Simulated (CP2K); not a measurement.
Consider difluoromethane at its PBE geometry (Å).

```xyz
5

F    -1.0876   -0.7668   -0.0630
C    -0.0035    0.0845    0.0073
F     1.1444   -0.6771   -0.0697
H    -0.0207    0.5947    0.9810
H    -0.0326    0.7647   -0.8556
```

Method: CP2K XAS_TDP, all-electron GAPW, PBEh(45%), aug-cc-pVTZ, TDA, GW2X-corrected core level, no relativity.

Q: Where do the C K-edge lines lie, and how strong are they?

Leading lines: C2 293.13 eV. The leading line of an atom is its first one with 35 % of the strongest within 2.5 eV of its lowest line over the strength cut. Core ionisation energies at this level: C2 296.57 eV.

The first six lines of each atom with a strength over 0.0015:

| atom | energy (eV) | states | strength, one atom | above the computed threshold |
| --- | --- | --- | --- | --- |
| C2 (bonded to 2 F and 2 H) | 293.13 | 1 | 0.0650 |  |
|  | 293.55 | 1 | 0.0492 |  |
|  | 294.61 | 1 | 0.0041 |  |
|  | 294.68 | 1 | 0.0340 |  |
|  | 296.35 | 1 | 0.0129 |  |
|  | 296.45 | 1 | 0.0155 |  |

Lines are vertical, at one geometry, with no vibrational structure. GW2X ionisation energies and lines can be off by 1 to 2 eV either way, and a good line position may hide errors that cancel. These values hold no scalar relativity, about 0.1 eV for C 1s. Rydberg lines, and the discretised continuum above threshold, depend on the basis and the box.

[Banner, clock and machine lines of the logs are left out without a mark of their own.]

[Logs are printed without paths, hosts, clocks, repeated set-up lines and the standing remarks that a program may print on its own settings, such as how far it seeks lower states.]

[Hosts, paths, dates, database ids (printed as entryN), source tags and the programs' standing remarks are cut or masked in the printed files.]
